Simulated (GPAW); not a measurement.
# Screening of a field by 1T-MnSeTe monolayer

Aim: the dipole that a field along the normal induces in 1T-MnSeTe monolayer.

Calculated with GPAW 26.7.0; GPAW, PAW setups; layer in a repeated cell with vacuum, relaxation of atoms and in-plane cell, in the first sound run; inputs show where later runs differ.

## (1) Starting point

The cell holds 3 atoms: 1 Te, 1 Mn and 1 Se. Cell: a = 3.637 Å, b = 3.637 Å, c = 18.920 Å, α = 90.0°, β = 90.0°, γ = 120.0°. Vacuum lies along c.

## (2) Relaxing the atoms

Forces are removed first; all later runs use this geometry.

File run.py:

```python
import json
import numpy as np
from ase import Atoms
from ase.filters import FrechetCellFilter
from ase.optimize import BFGS
from gpaw import GPAW, PW

slab = Atoms(
    ['Te', 'Mn', 'Se'],
    positions=[
        [1.81864, 1.04999, 8.00000],
        [0.00000, 0.00000, 9.61798],
        [-0.00000, 2.09998, 10.92026]],
    cell=[[3.63728, 0.0, 0.0], [-1.81864, 3.14997, 0.0], [0.0, 0.0, 18.9203]],
    pbc=[True, True, True],
    magmoms=[0.0, 4.0, 0.0])

slab.calc = GPAW(mode=PW(600), xc='PBE', kpts={'size': (9, 9, 1), 'gamma': True},
                 occupations={'name': 'fermi-dirac', 'width': 0.05}, nbands='160%',
                 convergence={'density': 1e-05}, maxiter=200,
                 symmetry={'tolerance': 1e-3}, txt='slab.txt')
result = {}
# The in-plane cell is free; stress needs a cell that repeats along all three vectors
path = []
opt = BFGS(FrechetCellFilter(slab, mask=[1, 1, 0, 0, 0, 1]), maxstep=0.2)
opt.attach(lambda: path.append((slab.get_potential_energy(), slab.positions.tolist(), slab.get_forces().tolist())))
result['relaxed'] = bool(opt.run(fmax=0.02, steps=45))
result['path'] = path
result['cell'] = slab.cell.tolist()
print('in-plane lattice', slab.cell.cellpar().round(4)[[0, 1, 5]])
energy = slab.get_potential_energy()
fermi = slab.calc.get_fermi_level()
v = slab.calc.get_electrostatic_potential().mean((0, 1)) - fermi
n = slab.calc.get_pseudo_density().mean((0, 1))
L = slab.cell[2, 2]
z = np.arange(len(v)) * L / len(v)
low, high = slab.positions[:, 2].min(), slab.positions[:, 2].max()
below, above = np.interp([low - 5.8, high + 5.8], z, v)
slopes = [np.interp(x, z, np.gradient(v, z)) for x in (low - 5.8, high + 5.8)]
eps = np.array([[slab.calc.get_eigenvalues(k, s) for k in range(len(slab.calc.get_ibz_k_points()))]
                for s in range(slab.calc.get_number_of_spins())]) - fermi
top, bottom = eps[eps < 0].max(), eps[eps > 0].min()
dipole = slab.get_dipole_moment()[2]
print(f'energy {energy:.4f} eV, Fermi level {fermi:.4f} eV, dipole {dipole:.5f} e A')
print(f'potential 5.8 A off the faces, from the Fermi level: lower {below:.4f} eV, upper {above:.4f} eV')
print(f'slope of the potential there: lower {slopes[0]:.5f}, upper {slopes[1]:.5f} eV/A')
print(f'nearest levels on the mesh: {top:.4f} and {bottom:.4f} eV')
print('magnetic moment', round(slab.get_magnetic_moment(), 3))
result.update(energy=energy, fermi=fermi, dipole=dipole, below=below, above=above, slopes=slopes, edges=[top, bottom],
              z=z.tolist(), v=v.tolist(), n=n.tolist(), positions=slab.positions.tolist(),
              forces=slab.get_forces(apply_constraint=False).tolist(), moments=slab.get_magnetic_moments().tolist())
json.dump(result, open('result.json', 'w'))
```

Started as:

```sh
$ OMP_NUM_THREADS=1 OPENBLAS_NUM_THREADS=1 python run.py
```

Log:

```text
Step          Energy          fmax
BFGS:    0      -17.395515        0.257981
BFGS:    1      -17.397124        0.217265
BFGS:    2      -17.401180        0.046710
BFGS:    3      -17.401339        0.054768
BFGS:    4      -17.401582        0.058436
BFGS:    5      -17.401912        0.050176
BFGS:    6      -17.402198        0.026954
BFGS:    7      -17.402296        0.013381
in-plane lattice [  3.6264   3.6264 120.0001]
energy -17.3969 eV, Fermi level -1.1093 eV, dipole -0.05293 e A
potential 5.8 A off the faces, from the Fermi level: lower 4.6780 eV, upper 4.8700 eV
slope of the potential there: lower -0.04428, upper -0.04435 eV/A
nearest levels on the mesh: -0.0608 and 0.0150 eV
magnetic moment 2.848
```

Elapsed: 12 min, on 1 thread of Arm Neoverse V1, shared host; peak memory 0.55 GiB.

Numbers from this step:

```
dipole along the normal                    : -0.05293 e·Å
levels nearest the Fermi level on the mesh : -0.06080, 0.01501 eV from the Fermi level
site moments                               : -0.08311, 2.882, -0.04378 μB
sum of the site moments                    : 2.755 μB
```

Table of electrostatic potential energy of an electron (without an applied field's), less the Fermi level, planar mean by z:

| z (Å) | electrostatic potential energy of an electron (without an applied field's), less the Fermi level, planar mean (eV) |
| --- | --- |
| 0.0 | 4.77 |
| 0.5 | 4.75 |
| 1.0 | 4.73 |
| 1.5 | 4.71 |
| 2.0 | 4.69 |
| 2.5 | 4.66 |
| 3.0 | 4.64 |
| 3.5 | 4.62 |
| 4.0 | 4.60 |
| 4.5 | 4.57 |
| 5.0 | 4.54 |
| 5.5 | 4.46 |
| 6.0 | 4.24 |
| 6.5 | 3.41 |
| 7.0 | 0.270 |
| 7.5 | -9.82 |
| 8.0 | -19.7 |
| 8.5 | -8.95 |
| 9.0 | -4.37 |
| 9.5 | -9.26 |
| 10.0 | -7.12 |
| 10.5 | -8.47 |
| 11.0 | -16.3 |
| 11.5 | -3.40 |
| 12.0 | 3.04 |
| 12.5 | 4.59 |
| 13.0 | 4.93 |
| 13.5 | 4.99 |
| 14.0 | 4.99 |
| 14.5 | 4.97 |
| 15.0 | 4.95 |
| 15.5 | 4.93 |
| 16.0 | 4.90 |
| 16.5 | 4.88 |
| 17.0 | 4.86 |
| 17.5 | 4.84 |
| 18.0 | 4.81 |
| 18.5 | 4.79 |

The pseudo valence density, planar mean oscillates, so the rows of the table below give means over windows of 1 Å about each position, cut where the curve ends. Its maxima inside the range that stand out by 2 % of the span (Å: e/Å³): 7.5: 0.276, 9.6: 1.62, 11.4: 0.322. Its minima: 7.9: 0.111, 11.0: 0.204.

The pseudo valence density, planar mean by z; means over each step:

z (Å), pseudo valence density, planar mean (e/Å³) and a bar:
```
        4       0.00 
        5       0.00 
        6       0.02 #
        7       0.16 #####
        8       0.21 #######
        9       0.61 ####################
       10       0.94 ##############################
       11       0.29 #########
       12       0.12 ####
       13       0.01 
       14       0.00 
       15       0.00
```

Site moment by atom:

| atom | site moment (μB) |
| --- | --- |
| Te1 | -0.08 |
| Mn2 | 2.88 |
| Se3 | -0.04 |

The relaxation lowered the energy of the cell by 0.00595 eV (energies extrapolated to zero smearing; the optimiser's log prints free energies). The largest force left on a free atom is 0.013 eV/Å.

## (3) Plane waves, PBE

With the geometry fixed, the planar mean of the potential gives the vacuum level on each side.

This step: GPAW, PAW setups; slab in vacuum (GPAW 26.7.0).

The cell differs from the one that the last finished run ended in (c 18.920 → 18.988 Å).

run.py: that of step 2 with these lines changed.

```diff
@@ -3,4 +3,2 @@
 from ase import Atoms
-from ase.filters import FrechetCellFilter
-from ase.optimize import BFGS
 from gpaw import GPAW, PW
@@ -10,22 +8,15 @@
     positions=[
-        [1.81864, 1.04999, 8.00000],
-        [0.00000, 0.00000, 9.61798],
-        [-0.00000, 2.09998, 10.92026]],
-    cell=[[3.63728, 0.0, 0.0], [-1.81864, 3.14997, 0.0], [0.0, 0.0, 18.9203]],
-    pbc=[True, True, True],
+        [1.81322, 1.04686, 8.00000],
+        [-0.00000, -0.00000, 9.65738],
+        [-0.00000, 2.09372, 10.98850]],
+    cell=[[3.62644, 0.0, 0.0], [-1.81322, 3.14058, 0.0], [0.0, 0.0, 18.9885]],
+    pbc=[True, True, False],
     magmoms=[0.0, 4.0, 0.0])
 
-slab.calc = GPAW(mode=PW(600), xc='PBE', kpts={'size': (9, 9, 1), 'gamma': True},
+slab.calc = GPAW(mode=PW(400), xc='PBE', kpts={'size': (9, 9, 1), 'gamma': True},
                  occupations={'name': 'fermi-dirac', 'width': 0.05}, nbands='160%',
                  convergence={'density': 1e-05}, maxiter=200,
+                 poissonsolver={'dipolelayer': 'xy'},
                  symmetry={'tolerance': 1e-3}, txt='slab.txt')
 result = {}
-# The in-plane cell is free; stress needs a cell that repeats along all three vectors
-path = []
-opt = BFGS(FrechetCellFilter(slab, mask=[1, 1, 0, 0, 0, 1]), maxstep=0.2)
-opt.attach(lambda: path.append((slab.get_potential_energy(), slab.positions.tolist(), slab.get_forces().tolist())))
-result['relaxed'] = bool(opt.run(fmax=0.02, steps=45))
-result['path'] = path
-result['cell'] = slab.cell.tolist()
-print('in-plane lattice', slab.cell.cellpar().round(4)[[0, 1, 5]])
 energy = slab.get_potential_energy()
```

Log:

```text
energy -17.3632 eV, Fermi level -1.1257 eV, dipole -0.03764 e A
potential 5.8 A off the faces, from the Fermi level: lower 4.4814 eV, upper 5.0770 eV
slope of the potential there: lower 0.00002, upper -0.00003 eV/A
nearest levels on the mesh: -0.0610 and 0.0146 eV
magnetic moment 2.847
```

The job ended after 71 s (1 thread; peak memory 0.25 GiB).

This step gave:

```yaml
dipole_along_the_normal: -0.03764 e·Å
levels_nearest_the_fermi_level_on_the_mesh: -0.06097, 0.01464 eV from the Fermi level
upper_work_function: 5.077 eV
lower_work_function: 4.481 eV
site_moments: -0.08265, 2.880, -0.04396 μB
sum_of_the_site_moments: 2.753 μB
```

The electrostatic potential energy of an electron (without an applied field's), less the Fermi level, planar mean by z:

| z (Å) | electrostatic potential energy of an electron (without an applied field's), less the Fermi level, planar mean (eV) |
| --- | --- |
| 0.0 | 4.78 |
| 0.5 | 4.48 |
| 1.0 | 4.48 |
| 1.5 | 4.48 |
| 2.0 | 4.48 |
| 2.5 | 4.48 |
| 3.0 | 4.48 |
| 3.5 | 4.48 |
| 4.0 | 4.48 |
| 4.5 | 4.48 |
| 5.0 | 4.47 |
| 5.5 | 4.42 |
| 6.0 | 4.23 |
| 6.5 | 3.49 |
| 7.0 | 0.620 |
| 7.5 | -8.78 |
| 8.0 | -19.8 |
| 8.5 | -9.85 |
| 9.0 | -4.27 |
| 9.5 | -9.01 |
| 10.0 | -7.47 |
| 10.5 | -7.91 |
| 11.0 | -16.5 |
| 11.5 | -4.21 |
| 12.0 | 2.80 |
| 12.5 | 4.56 |
| 13.0 | 4.96 |
| 13.5 | 5.05 |
| 14.0 | 5.07 |
| 14.5 | 5.08 |
| 15.0 | 5.08 |
| 15.5 | 5.08 |
| 16.0 | 5.08 |
| 16.5 | 5.08 |
| 17.0 | 5.08 |
| 17.5 | 5.08 |
| 18.0 | 5.08 |
| 18.5 | 5.08 |

The pseudo valence density, planar mean by z:

z (Å), pseudo valence density, planar mean (e/Å³) and a bar from the least value:
```
     0.00       0.00 
     0.63       0.00 
     1.27       0.00 
     1.90       0.00 
     2.53       0.00 
     3.16       0.00 
     3.80       0.00 
     4.43       0.00 
     5.27       0.00 
     5.91       0.01 
     6.54       0.05 #
     7.17       0.20 ####
     7.81       0.16 ###
     8.44       0.33 ######
     9.07       0.43 ########
     9.71       1.61 ##############################
    10.34       0.45 ########
    10.97       0.20 ####
    11.60       0.26 #####
    12.24       0.05 #
    12.87       0.01 
    13.50       0.00 
    14.35       0.00 
    14.98       0.00 
    15.61       0.00 
    16.25       0.00 
    16.88       0.00 
    17.51       0.00 
    18.14       0.00 
    18.78       0.00
```

The potential is flat to 2.7e-5 eV/Å where it is read, so the vacuum is wide enough.

## (4) In a field

A uniform field along the normal polarises the slab; the atoms stay fixed, so this is the electronic response alone.

run.py: that of step 3 with these lines changed.

```diff
@@ -4,2 +4,3 @@
 from gpaw import GPAW, PW
+from gpaw.external import ConstantElectricField
 
@@ -19,2 +20,3 @@
                  poissonsolver={'dipolelayer': 'xy'},
+                 external=ConstantElectricField(-0.2, [0, 0, 1]),
                  symmetry={'tolerance': 1e-3}, txt='slab.txt')
```

Log:

```text
energy -17.3773 eV, Fermi level -1.1122 eV, dipole -0.10680 e A
potential 5.8 A off the faces, from the Fermi level: lower 3.9105 eV, upper 5.6079 eV
slope of the potential there: lower 0.00006, upper -0.00001 eV/A
nearest levels on the mesh: -0.0626 and 0.0134 eV
magnetic moment 2.846
```

It took 4.3 min on 1 thread; peak memory 0.37 GiB.

Numbers from this step:

* dipole along the normal: -0.1068 e·Å
* levels nearest the Fermi level on the mesh: -0.06261, 0.01339 eV from the Fermi level
* site moments: -0.08470, 2.880, -0.04302 μB
* sum of the site moments: 2.752 μB
* potential below the slab, the applied field's own ramp left out: 3.911 eV from the Fermi level
* potential above the slab, the applied field's own ramp left out: 5.608 eV from the Fermi level

The electrostatic potential energy of an electron (without an applied field's), less the Fermi level, planar mean by z:

| z (Å) | electrostatic potential energy of an electron (without an applied field's), less the Fermi level, planar mean (eV) |
| --- | --- |
| 0.0 | 4.76 |
| 0.5 | 3.91 |
| 1.0 | 3.91 |
| 1.5 | 3.91 |
| 2.0 | 3.91 |
| 2.5 | 3.91 |
| 3.0 | 3.91 |
| 3.5 | 3.91 |
| 4.0 | 3.91 |
| 4.5 | 3.91 |
| 5.0 | 3.90 |
| 5.5 | 3.86 |
| 6.0 | 3.68 |
| 6.5 | 2.97 |
| 7.0 | 0.153 |
| 7.5 | -9.16 |
| 8.0 | -20.1 |
| 8.5 | -10.0 |
| 9.0 | -4.36 |
| 9.5 | -9.01 |
| 10.0 | -7.36 |
| 10.5 | -7.71 |
| 11.0 | -16.2 |
| 11.5 | -3.82 |
| 12.0 | 3.26 |
| 12.5 | 5.06 |
| 13.0 | 5.48 |
| 13.5 | 5.58 |
| 14.0 | 5.60 |
| 14.5 | 5.61 |
| 15.0 | 5.61 |
| 15.5 | 5.61 |
| 16.0 | 5.61 |
| 16.5 | 5.61 |
| 17.0 | 5.61 |
| 17.5 | 5.61 |
| 18.0 | 5.61 |
| 18.5 | 5.61 |

The dipole is now -0.107 e Å, against -0.038 in the run without a field.

## (5) Field on

run.py: that of step 4 with these lines changed.

```diff
@@ -20,3 +20,3 @@
                  poissonsolver={'dipolelayer': 'xy'},
-                 external=ConstantElectricField(-0.2, [0, 0, 1]),
+                 external=ConstantElectricField(-0.1, [0, 0, 1]),
                  symmetry={'tolerance': 1e-3}, txt='slab.txt')
```

Log:

```text
energy -17.3683 eV, Fermi level -1.1183 eV, dipole -0.07214 e A
potential 5.8 A off the faces, from the Fermi level: lower 4.1950 eV, upper 5.3416 eV
slope of the potential there: lower 0.00005, upper -0.00002 eV/A
nearest levels on the mesh: -0.0617 and 0.0140 eV
magnetic moment 2.847
```

Run time: 4.3 min. Hardware: 1 thread; peak memory 0.37 GiB.

Numbers from this step:

- dipole along the normal: -0.07214 e·Å
- levels nearest the Fermi level on the mesh: -0.06174, 0.01396 eV from the Fermi level
- site moments: -0.08369, 2.880, -0.04350 μB
- sum of the site moments: 2.753 μB
- potential below the slab, the applied field's own ramp left out: 4.195 eV from the Fermi level
- potential above the slab, the applied field's own ramp left out: 5.342 eV from the Fermi level

The electrostatic potential energy of an electron (without an applied field's), less the Fermi level, planar mean by z:

z (Å), electrostatic potential energy of an electron (without an applied field's), less the Fermi level, planar mean (eV) and a bar from the least value:
```
        0        4.8 #############################
        1        4.2 #############################
        2        4.2 #############################
        3        4.2 #############################
        4        4.2 #############################
        5        4.2 #############################
        6        4.0 ############################
        7        0.4 ########################
        8      -19.9 
        9       -4.3 ###################
       10       -7.4 ###############
       11      -16.4 ####
       12        3.0 ###########################
       13        5.2 ##############################
       14        5.3 ##############################
       15        5.3 ##############################
       16        5.3 ##############################
       17        5.3 ##############################
       18        5.3 ##############################
```

The dipole is now -0.0721 e Å, against -0.038 in the run without a field.

## (6) Field on

run.py: that of step 5 with these lines changed.

```diff
@@ -20,3 +20,3 @@
                  poissonsolver={'dipolelayer': 'xy'},
-                 external=ConstantElectricField(-0.1, [0, 0, 1]),
+                 external=ConstantElectricField(-0.05, [0, 0, 1]),
                  symmetry={'tolerance': 1e-3}, txt='slab.txt')
```

Log:

```text
energy -17.3651 eV, Fermi level -1.1218 eV, dipole -0.05481 e A
potential 5.8 A off the faces, from the Fermi level: lower 4.3379 eV, upper 5.2090 eV
slope of the potential there: lower 0.00004, upper -0.00003 eV/A
nearest levels on the mesh: -0.0613 and 0.0143 eV
magnetic moment 2.847
```

Wall time 4.4 min (1 thread); peak memory 0.37 GiB.

## (7) Field on

run.py: that of step 6 with these lines changed.

```diff
@@ -20,3 +20,3 @@
                  poissonsolver={'dipolelayer': 'xy'},
-                 external=ConstantElectricField(-0.05, [0, 0, 1]),
+                 external=ConstantElectricField(0.05, [0, 0, 1]),
                  symmetry={'tolerance': 1e-3}, txt='slab.txt')
```

Log:

```text
energy -17.3613 eV, Fermi level -1.1296 eV, dipole -0.02013 e A
potential 5.8 A off the faces, from the Fermi level: lower 4.6251 eV, upper 4.9451 eV
slope of the potential there: lower 0.00002, upper -0.00004 eV/A
nearest levels on the mesh: -0.0604 and 0.0148 eV
magnetic moment 2.848
```

It took 4.4 min on 1 thread; peak memory 0.37 GiB.

Electrostatic potential energy of an electron (without an applied field's), less the Fermi level, planar mean against z:

| z (Å) | electrostatic potential energy of an electron (without an applied field's), less the Fermi level, planar mean (eV) |
| --- | --- |
| 0 | 4.79 |
| 1 | 4.63 |
| 2 | 4.63 |
| 3 | 4.63 |
| 4 | 4.62 |
| 5 | 4.61 |
| 6 | 4.37 |
| 7 | 0.737 |
| 8 | -19.7 |
| 9 | -4.25 |
| 10 | -7.49 |
| 11 | -16.6 |
| 12 | 2.69 |
| 13 | 4.83 |
| 14 | 4.94 |
| 15 | 4.94 |
| 16 | 4.95 |
| 17 | 4.95 |
| 18 | 4.95 |

## (8) Field on

run.py: that of step 7 with these lines changed.

```diff
@@ -20,3 +20,3 @@
                  poissonsolver={'dipolelayer': 'xy'},
-                 external=ConstantElectricField(0.05, [0, 0, 1]),
+                 external=ConstantElectricField(0.1, [0, 0, 1]),
                  symmetry={'tolerance': 1e-3}, txt='slab.txt')
```

Log:

```text
energy -17.3607 eV, Fermi level -1.1339 eV, dipole -0.00278 e A
potential 5.8 A off the faces, from the Fermi level: lower 4.7694 eV, upper 4.8137 eV
slope of the potential there: lower 0.00001, upper -0.00005 eV/A
nearest levels on the mesh: -0.0600 and 0.0151 eV
magnetic moment 2.848
```

Elapsed: 4.4 min, on 1 thread; peak memory 0.37 GiB.

The dipole is now -0.00278 e Å, against -0.038 in the run without a field.

## (9) Field on

run.py: that of step 8 with these lines changed.

```diff
@@ -20,3 +20,3 @@
                  poissonsolver={'dipolelayer': 'xy'},
-                 external=ConstantElectricField(0.1, [0, 0, 1]),
+                 external=ConstantElectricField(0.2, [0, 0, 1]),
                  symmetry={'tolerance': 1e-3}, txt='slab.txt')
```

Log:

```text
energy -17.3621 eV, Fermi level -1.1432 eV, dipole 0.03195 e A
potential 5.8 A off the faces, from the Fermi level: lower 5.0595 eV, upper 4.5518 eV
slope of the potential there: lower -0.00001, upper -0.00006 eV/A
nearest levels on the mesh: -0.0591 and 0.0157 eV
magnetic moment 2.849
```

Wall time 4.6 min (1 thread); peak memory 0.37 GiB.

Table of electrostatic potential energy of an electron (without an applied field's), less the Fermi level, planar mean by z:

| z (Å) | electrostatic potential energy of an electron (without an applied field's), less the Fermi level, planar mean (eV) |
| --- | --- |
| 0 | 4.81 |
| 1 | 5.06 |
| 2 | 5.06 |
| 3 | 5.06 |
| 4 | 5.06 |
| 5 | 5.04 |
| 6 | 4.79 |
| 7 | 1.09 |
| 8 | -19.5 |
| 9 | -4.17 |
| 10 | -7.57 |
| 11 | -16.8 |
| 12 | 2.35 |
| 13 | 4.44 |
| 14 | 4.55 |
| 15 | 4.55 |
| 16 | 4.55 |
| 17 | 4.55 |
| 18 | 4.55 |

The dipole is now 0.0320 e Å, against -0.038 in the run without a field.

[end of part 1 of 2]

[Logs are printed without paths, hosts, clocks, repeated set-up lines and the standing remarks that a program may print on its own settings, such as how far it seeks lower states.]

[Hosts, paths, dates, database ids (printed as entryN), source tags and the programs' standing remarks are cut or masked in the printed files.]
